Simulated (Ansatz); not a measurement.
# Free carriers and the phonons of C (Fd-3m, 2 atoms in the cell), part 2 of 2

Aim: how far do free carriers move the optical modes of C (Fd-3m, 2 atoms in the cell)?

Ansatz 0.2.0; DFT LDA, scalar-relativistic, plane waves, PAW; PAW set soft_1.

So far, highest optical mode at the zone centre (no LO-TO term) (cm⁻¹): step 6 (zone-centre modes of the member: no carriers) 1323.

## (8) Modes of this member: 15 × 10²⁰ holes per cm³

The zone-centre modes follow for 15 × 10²⁰ holes per cm³.

input.yaml

```yaml
crystal:
  lattice:
    - [0.0, 1.7657332855, 1.7657332855]
    - [1.7657332855, 0.0, 1.7657332855]
    - [1.7657332855, 1.7657332855, 0.0]
  atoms:
    - { symbol: C, position: [0.5, 0.5, 0.5] }
    - { symbol: C, position: [0.75, 0.75, 0.75] }
total_charge: 0.016516
kpoints:
  mp_grid: { grid: [42, 42, 42] }
hamiltonian:
  xc: lda
  pseudopotentials: { kind: paw, azcp: { folder: soft_1 }, xc_functional: pbe }
scf:
  occupations: { method: fermi_dirac, width: 0.03 }
output:
  eigenvalues: true
phonons:
  method: dfpt
```

On the command line:

```bash
> ansatz run input.yaml --threads 4 --pin off --max-ram 16384MiB --backend cpu --events-out ev --progress --plain --runs-dir out
```

Numbers of over 12 decimals in the logs are rounded to 6 here.

The log of the run:

```text
[...]
Crystal: 2 atoms, lattice volume = 11.010 Å³
Basis set: ecut = 420 eV, 181 PW (Γ), exchange–correlation on 40×40×40 points (8 copies of the dense FFT grid, shifted against one another)
Bands: 8, of which v1, the nominal top of the filled ones, is band 4 counted from 1 (3 counted from 0)
Symmetry: 48 space group operations
k-points: 5214 of 74088 (irreducible under 8 space group operations, time reversal used)
[...]
Free energy (F): -486.212333 eV
[...]
Internal energy: -486.212102 eV  (E = F + TS)
E sigma→0 (E₀):  -486.212217 eV
Entropy (-TS):   -0.000231 eV (-0.115 meV/atom)
Fermi energy:    13.291133 eV
[...]
--- Band table (eV; the first three rows and the last of 5214) ---
[...]
ASR residual: 1.998e-5 → 0.000e0 eV/Å²; symmetrization residual: 1.225e-13 eV/Å²
  ASR residual per site (eV/Å²): 2.00e-5 2.00e-5
  Γ frequencies (cm⁻¹): 0.00 0.00 0.00 1157.03 1157.03 1157.03
[...]
[key lines of the parts left out:]
SCF converged after 6 iterations
```

Elapsed: 33 s, on 4 threads of Intel Xeon Platinum 8375C at 2.90GHz (Ice Lake), shared host; peak memory 1.8 GiB.

Numbers from this step:

- sum-rule residual before enforcement: 2.00e-5 eV/Å²
- highest optical mode at the zone centre (no LO-TO term): 1157 cm⁻¹
- lowest optical zone-centre mode: 1157 cm⁻¹

Patterns of degenerate modes are one choice out of their space. Modes at Γ:

| mode | frequency (cm⁻¹) | symmetry |
| --- | --- | --- |
| 1 | 0.0 | acoustic |
| 2 | 0.0 | acoustic |
| 3 | 0.0 | acoustic |
| 4 | 1157.0 | T2g |
| 5 | 1157.0 | T2g |
| 6 | 1157.0 | T2g |

The optical mode lies at 1157.0 cm⁻¹.

Between step 6 and this run (carriers -15 × 10²⁰ cm⁻³) the value for the highest optical mode at the zone centre (no LO-TO term) moves from 1323 cm⁻¹ to 1157 cm⁻¹ (-13 %).

## (9) A check on a coarser mesh: 2 × 10²⁰ holes per cm³

To see what the mesh is worth, the run for 2 × 10²⁰ holes per cm³ is repeated on 34×34×34 points.

input.yaml, as its differences from that of step 8:

```diff
@@ -8,5 +8,5 @@
     - { symbol: C, position: [0.75, 0.75, 0.75] }
-total_charge: 0.016516
+total_charge: 0.002202
 kpoints:
-  mp_grid: { grid: [42, 42, 42] }
+  mp_grid: { grid: [34, 34, 34] }
 hamiltonian:
```

The log of the run:

```text
[...]
Crystal: 2 atoms, lattice volume = 11.010 Å³
Basis set: ecut = 420 eV, 181 PW (Γ), exchange–correlation on 40×40×40 points (8 copies of the dense FFT grid, shifted against one another)
Bands: 8, of which v1, the nominal top of the filled ones, is band 4 counted from 1 (3 counted from 0)
Symmetry: 48 space group operations
k-points: 2844 of 39304 (irreducible under 8 space group operations, time reversal used)
[...]
Free energy (F): -486.020434 eV
[...]
Internal energy: -486.020339 eV  (E = F + TS)
E sigma→0 (E₀):  -486.020386 eV
Entropy (-TS):   -0.000095 eV (-0.048 meV/atom)
Fermi energy:    13.553052 eV
[...]
--- Band table (eV; the first three rows and the last of 2844) ---
[...]
ASR residual: 2.563e-5 → 0.000e0 eV/Å²; symmetrization residual: 1.214e-13 eV/Å²
  ASR residual per site (eV/Å²): 2.56e-5 2.56e-5
  Γ frequencies (cm⁻¹): 0.00 0.00 0.00 1251.23 1251.23 1251.23
[...]
[key lines of the parts left out:]
SCF converged after 6 iterations
```

It took 24 s on 4 threads; peak memory 1.1 GiB.

This step gave:

- sum-rule residual before enforcement: 2.56e-5 eV/Å²
- highest optical mode at the zone centre (no LO-TO term): 1251 cm⁻¹
- lowest optical zone-centre mode: 1251 cm⁻¹

The highest mode comes at 1251.2 cm⁻¹, against 1247.9 cm⁻¹ on 42×42×42 points.

## (10) A check on a coarser mesh: 10 × 10²⁰ holes per cm³

To see what the mesh is worth, the run for 10 × 10²⁰ holes per cm³ is repeated on 34×34×34 points.

input.yaml, as its differences from that of step 9:

```diff
@@ -8,3 +8,3 @@
     - { symbol: C, position: [0.75, 0.75, 0.75] }
-total_charge: 0.002202
+total_charge: 0.01101
 kpoints:
```

The log of the run:

```text
[...]
Crystal: 2 atoms, lattice volume = 11.010 Å³
Basis set: ecut = 420 eV, 181 PW (Γ), exchange–correlation on 40×40×40 points (8 copies of the dense FFT grid, shifted against one another)
Bands: 8, of which v1, the nominal top of the filled ones, is band 4 counted from 1 (3 counted from 0)
Symmetry: 48 space group operations
k-points: 2844 of 39304 (irreducible under 8 space group operations, time reversal used)
[...]
Free energy (F): -486.138942 eV
[...]
Internal energy: -486.138745 eV  (E = F + TS)
E sigma→0 (E₀):  -486.138844 eV
Entropy (-TS):   -0.000197 eV (-0.099 meV/atom)
Fermi energy:    13.371185 eV
[...]
--- Band table (eV; the first three rows and the last of 2844) ---
[...]
ASR residual: 2.393e-5 → 0.000e0 eV/Å²; symmetrization residual: 1.221e-13 eV/Å²
  ASR residual per site (eV/Å²): 2.39e-5 2.39e-5
  Γ frequencies (cm⁻¹): 0.00 0.00 0.00 1185.87 1185.87 1185.87
[...]
[key lines of the parts left out:]
SCF converged after 6 iterations
```

The job ended after 13 s (4 threads; peak memory 1.1 GiB).

Numbers from this step:

```
sum-rule residual before enforcement                    : 2.39e-5 eV/Å²
highest optical mode at the zone centre (no LO-TO term) : 1186 cm⁻¹
lowest optical zone-centre mode                         : 1186 cm⁻¹
```

The highest mode comes at 1185.9 cm⁻¹, against 1184.5 cm⁻¹ on 42×42×42 points.

## (11) The series together

The members are set side by side, also those not shown above.

Electrons count positive and holes negative; without the LO-TO term; modes are tracked from the neutral crystal by their patterns, and those within 0.3 cm⁻¹ of each other stand once; the cell of the neutral crystal is kept and the atoms are relaxed where symmetry leaves them free; all runs use 42×42×42 k points and Fermi-Dirac smearing of 0.03 eV. Optical modes along the series:

| carriers (10²⁰ cm⁻³) | mode 4 T2g (cm⁻¹) |
| --- | --- |
| -15 | 1157 |
| -10 | 1185 |
| -6 | 1209 |
| -4 | 1226 |
| -2 | 1248 |
| -1 | 1273 |
| 0 | 1323 |

## (12) Outcome

```yaml
members: 7
mode: mode 4 T2g
its_frequency_without_carriers: 1322.59 cm⁻¹
its_frequency_at_minus_15_x_1e20_cm_minus3: 1157.03 cm⁻¹
```

In words: At 15 × 10²⁰ holes per cm³ the optical mode has moved by -165.56 cm⁻¹ from 1322.59 cm⁻¹. At 2 and 10 × 10²⁰ cm⁻³ the coarser mesh moves the optical modes by up to 3.33 cm⁻¹, a measure of the error left by the mesh there. The response is adiabatic: the carriers follow the ions at once. Where they cannot, as for a zone-centre mode faster than their scattering, measured shifts differ, and line shapes are not given here. A static distortion lets holes move between the bands that it splits, which a fast mode allows only in part, so this softening can be well above the one seen in Raman spectra. The background stands for dopants without their size, scattering or local bonds, and the cell is that of the neutral crystal, although carriers also change the volume at rest, which would shift the modes as well. Spin-orbit coupling, which splits the valence bands that hold the holes, is left out. These are harmonic frequencies of a static lattice, with warm electrons: anharmonic shifts, linewidths and thermal expansion are left out. The PAW files were made for PBE; the program adapts parts of them to the functional of the run, but their partial waves stay those of PBE, an approximation that was not tested in this session. Only the zone centre was solved, so an instability at another wavevector cannot show here.

[Logs are printed without paths, hosts, clocks, repeated set-up lines and the standing remarks that a program may print on its own settings, such as how far it seeks lower states.]

[Hosts, paths, dates, database ids (printed as entryN), source tags and the programs' standing remarks are cut or masked in the printed files.]
